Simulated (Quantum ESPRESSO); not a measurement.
# antimonene, 1 layer, rectangular cell, stepped through strain along the first axis, part 3 of 7

Aim: how the results for antimonene, 1 layer, rectangular cell change with strain along the first axis.

Quantum ESPRESSO 7.5; plane-wave DFT, PBE, GBRV ultrasoft pseudopotentials.

So far. Step 2 (Variable-cell relaxation of the reference):  The last row is no step: it is a fresh SCF in the final cell with a new plane-wave basis, +0 meV from the row before. Step 3 (Relaxation with pw.x, -4 %): The relaxation lowers the energy by 3 meV an atom.

### Step 4. SCF with pw.x, -4 %

The self-consistent run of this member.

The input, m0.scf.in:

```
&control
  prefix = 'm0.scf'
  outdir = './out'
  pseudo_dir = './pseudo'
  calculation = 'scf'
  tprnfor = .true.
/
&system
  ibrav = 0
  nat = 4
  ntyp = 1
  ecutwfc = 40
  ecutrho = 200
  occupations = 'smearing'
  smearing = 'fd'
  degauss = 0.002
  nbnd = 34
/
&electrons
  conv_thr = 1e-09
  mixing_beta = 0.4
  electron_maxstep = 120
  mixing_mode = 'plain'
/
ATOMIC_SPECIES
  Sb  121.7600  sb_pbe_v1.4.uspp.F.UPF
CELL_PARAMETERS angstrom
  3.95397254304000 0.00000000000000 0.00000000000000
  0.00000000000000 7.13289968800000 0.00000000000000
  0.00000000000000 0.00000000000000 16.65000000000000
ATOMIC_POSITIONS crystal
  Sb  0.500000000000 0.164685249200 0.449940269200
  Sb  0.000000000000 0.664683617300 0.449939359900
  Sb  0.000000000000 0.335316382700 0.550060640100
  Sb  0.500000000000 0.835314750800 0.550059730800
K_POINTS automatic
  8 4 1 0 0 0
```

Run with:

```sh
> OMP_NUM_THREADS=1 mpirun -n 4 pw.x -nk 2 -in m0.scf.in > m0.scf.out
```

Log:

```text
[banner, memory and clock lines left out]
Program PWSCF v.7.5 starts
[citation notice left out]

[...]
Message from routine setup:
[...]
bravais-lattice index     =            0
     lattice parameter (alat)  =       7.4719  a.u.
     unit-cell volume          =    3168.9151 (a.u.)^3
     number of atoms/cell      =            4
     number of atomic types    =            1
     number of electrons       =        60.00
     number of Kohn-Sham states=           34
     kinetic-energy cutoff     =      40.0000  Ry
     charge density cutoff     =     200.0000  Ry
     scf convergence threshold =      1.0E-09
     mixing beta               =       0.4000
     number of iterations used =            8  plain     mixing
     Exchange-correlation=  SLA  PW   PBX  PBC
                           (   1   4   3   4   0   0   0)

[...]
PseudoPot. # 1 for Sb read from file:
     ./pseudo/sb_pbe_v1.4.uspp.F.UPF
     Pseudo is Ultrasoft + core correction, Zval = 15.0
     Generated by new atomic code, or converted to UPF format
     Using radial grid of  891 points,  6 beta functions with:
                l(1) =   0
                l(2) =   0
                l(3) =   1
                l(4) =   1
                l(5) =   2
                l(6) =   2
     Q(r) pseudized with  8 coefficients,  rinner =    1.350   1.350   1.350
                                                       1.350   1.350

     atomic species   valence    mass     pseudopotential
     Sb               15.00   121.76000     Sb( 1.00)

      4 Sym. Ops., with inversion, found

[...]
number of k points=    15  Fermi-Dirac smearing, width (Ry)=  0.0020
[...]
Dense  grid:   151329 G-vectors     FFT dimensions: (  36,  64, 144)

     Smooth grid:   108239 G-vectors     FFT dimensions: (  32,  60, 128)

     Initial potential from superposition of free atoms

     starting charge      55.9999, renormalised to      60.0000

     negative rho (up, down):  1.072E-03 0.000E+00
     Starting wfcs are   36 randomized atomic wfcs

     per-process dynamical memory:    81.4 Mb

     Self-consistent Calculation

     iteration #  1     ecut=    40.00 Ry     beta= 0.40
     Davidson diagonalization with overlap
     ethr =  1.00E-02,  avg # of iterations =  4.3

     negative rho (up, down):  1.449E-04 0.000E+00

     total energy              =    -739.23399716 Ry
     estimated scf accuracy    <       4.37955791 Ry

     iteration #  2     ecut=    40.00 Ry     beta= 0.40
[...]
negative rho (up, down):  6.833E-05 0.000E+00

[...]
total energy              =    -739.72756984 Ry
     estimated scf accuracy    <       0.25555411 Ry

     iteration #  3     ecut=    40.00 Ry     beta= 0.40
[...]
negative rho (up, down):  2.237E-04 0.000E+00

[...]
total energy              =    -739.77652782 Ry
     estimated scf accuracy    <       0.01370749 Ry

     iteration #  4     ecut=    40.00 Ry     beta= 0.40
[...]
negative rho (up, down):  4.124E-04 0.000E+00

[...]
total energy              =    -739.77731808 Ry
     estimated scf accuracy    <       0.00192708 Ry

     iteration #  5     ecut=    40.00 Ry     beta= 0.40
[...]
negative rho (up, down):  3.936E-04 0.000E+00

[...]
total energy              =    -739.77744274 Ry
     estimated scf accuracy    <       0.00005116 Ry

     iteration #  6     ecut=    40.00 Ry     beta= 0.40
[...]
negative rho (up, down):  4.104E-04 0.000E+00

[...]
total energy              =    -739.77745414 Ry
     estimated scf accuracy    <       0.00000993 Ry

     iteration #  7     ecut=    40.00 Ry     beta= 0.40
[...]
negative rho (up, down):  4.269E-04 0.000E+00

[...]
total energy              =    -739.77745640 Ry
     estimated scf accuracy    <       0.00000175 Ry

     iteration #  8     ecut=    40.00 Ry     beta= 0.40
[...]
negative rho (up, down):  4.383E-04 0.000E+00

[...]
total energy              =    -739.77745672 Ry
     estimated scf accuracy    <       0.00000015 Ry

     iteration #  9     ecut=    40.00 Ry     beta= 0.40
[...]
negative rho (up, down):  4.461E-04 0.000E+00

[...]
total energy              =    -739.77745682 Ry
     estimated scf accuracy    <       0.00000001 Ry

     iteration # 10     ecut=    40.00 Ry     beta= 0.40
[...]
negative rho (up, down):  4.510E-04 0.000E+00

[...]
total energy              =    -739.77745686 Ry
     estimated scf accuracy    <          3.9E-09 Ry

     iteration # 11     ecut=    40.00 Ry     beta= 0.40
[...]
negative rho (up, down):  4.589E-04 0.000E+00

[...]
End of self-consistent calculation

          k = 0.0000 0.0000 0.0000 ( 13615 PWs)   bands (ev):

   -29.6889 -29.6853 -29.6810 -29.6230 -29.6132 -29.6060 -29.5766 -29.5713
   -29.5474 -29.5471 -29.5411 -29.5200 -29.5159 -29.4984 -29.4983 -29.4725
   -29.4621 -29.4169 -29.4129 -29.4094 -12.5571 -10.6239  -8.9418  -7.5410
    -4.1704  -2.7615  -2.2779  -1.8913  -1.0775  -0.7135   0.7412   0.8692
     1.2252   1.8291

          k = 0.0000 0.1386 0.0000 ( 13549 PWs)   bands (ev):

   -29.6878 -29.6822 -29.6770 -29.6295 -29.6120 -29.6011 -29.5976 -29.5686
   -29.5683 -29.5458 -29.5277 -29.5109 -29.5019 -29.4989 -29.4945 -29.4705
   -29.4641 -29.4268 -29.4123 -29.4099 -12.3892 -11.1638  -8.3356  -7.5284
    -4.3031  -2.4165  -2.2953  -2.1183  -1.8165  -1.0640   0.4203   1.2384
     1.8106   1.9539

[...]
the Fermi energy is    -0.2685 ev

!    total energy              =    -739.77745687 Ry
     estimated scf accuracy    <          3.2E-10 Ry
     smearing contrib. (-TS)   =      -0.00000000 Ry
     internal energy E=F+TS    =    -739.77745687 Ry

     The total energy is F=E-TS. E is the sum of the following terms:
     one-electron contribution =   -1840.54380471 Ry
     hartree contribution      =     930.64913070 Ry
     xc contribution           =    -176.08591953 Ry
     ewald contribution        =     346.20313667 Ry

     convergence has been achieved in  11 iterations

     negative rho (up, down):  4.589E-04 0.000E+00

     Forces acting on atoms (cartesian axes, Ry/au):

     atom    1 type  1   force =     0.00000000    0.00000808   -0.00001352
     atom    2 type  1   force =     0.00000000    0.00001734   -0.00001343
     atom    3 type  1   force =     0.00000000   -0.00001734    0.00001343
     atom    4 type  1   force =     0.00000000   -0.00000808    0.00001352

     Total force =     0.000038     Total SCF correction =     0.000037
     SCF correction compared to forces is large: reduce conv_thr to get better values

[...]
```

The job ended after 49 s (4 MPI ranks of Arm Neoverse V1, shared host; peak memory 0.53 GiB).

This step gave:

| Property | Result |
| --- | --- |
| free energy | -10065.1851 eV |
| Fermi energy | -0.2685 eV |
| valence top, on the run's zero | -0.7135 eV |
| conduction bottom, on the run's zero | 0.2159 eV |
| gap by band count | 0.9294 eV |

### Step 5. Electrostatic potential, -4 %

plot_num = 11 writes the bare and Hartree potential, from which vacuum levels or, in a crystal, the mean potential are read.

The input, m0.pot.in:

```
&inputpp
  prefix = 'm0.scf'
  outdir = './out'
  filplot = 'm0.pot.dat'
  plot_num = 11
/
```

Run with:

```sh
> OMP_NUM_THREADS=1 mpirun -n 4 pp.x -in m0.pot.in > m0.pot.out
```

Log:

```text
[banner, memory and clock lines left out]
Program POST-PROC v.7.5 starts

          URL

     ./out/m0.scf.save/

     IMPORTANT: XC functional enforced from input :
     Exchange-correlation= PBE
                           (   1   4   3   4   0   0   0)
     Any further DFT definition will be discarded
     Please, verify this is what you really want

     negative rho (up, down):  4.589E-04 0.000E+00

     Calling punch_plot, plot_num =  11
     Writing data to file  m0.pot.dat
     Message from routine chdens:
     namelist plot not found or invalid, exiting
```

Wall time 1.1 s (4 MPI ranks); peak memory 0.15 GiB; 4 s of CPU time.

This step gave:

```
slope of the potential above                                          : 2.17e-4 eV/Å
upper vacuum line continued to the top atoms, over the valence top    : 4.393 eV
slope of the potential below                                          : -1.81e-4 eV/Å
lower vacuum line continued to the bottom atoms, over the valence top : 4.394 eV
vacuum level at the upper face over the valence top of the mesh       : 4.395 eV
vacuum level at the lower face over the valence top of the mesh       : 4.395 eV
```

Electrostatic potential energy of an electron; zero at the highest filled level of the SCF mesh. The potential energy, planar mean by z:

| z (Å) | potential energy, planar mean (eV) |
| --- | --- |
| 0.0 | 4.39 |
| 0.5 | 4.39 |
| 1.0 | 4.39 |
| 1.5 | 4.39 |
| 2.0 | 4.39 |
| 2.5 | 4.39 |
| 3.0 | 4.39 |
| 3.5 | 4.39 |
| 4.0 | 4.39 |
| 4.5 | 4.38 |
| 5.0 | 4.33 |
| 5.5 | 4.14 |
| 6.0 | 3.48 |
| 6.5 | 1.05 |
| 7.0 | -6.01 |
| 7.5 | -10.7 |
| 8.0 | -7.46 |
| 8.5 | -6.12 |
| 9.0 | -10.3 |
| 9.5 | -8.13 |
| 10.0 | -0.639 |
| 10.5 | 3.04 |
| 11.0 | 4.02 |
| 11.5 | 4.29 |
| 12.0 | 4.37 |
| 12.5 | 4.39 |
| 13.0 | 4.39 |
| 13.5 | 4.39 |
| 14.0 | 4.39 |
| 14.5 | 4.39 |
| 15.0 | 4.39 |
| 15.5 | 4.39 |
| 16.0 | 4.39 |
| 16.5 | 4.39 |

[end of part 3 of 7]

[Logs are printed without paths, hosts, clocks, repeated set-up lines and the standing remarks that a program may print on its own settings, such as how far it seeks lower states.]

[Hosts, paths, dates, database ids (printed as entryN), source tags and the programs' standing remarks are cut or masked in the printed files.]

[Maps of the electrostatic potential energy from Ansatz leave out the sawtooth potential of an applied field or a dipole correction, so their vacuum need not be flat; planar profiles and work functions include it.]
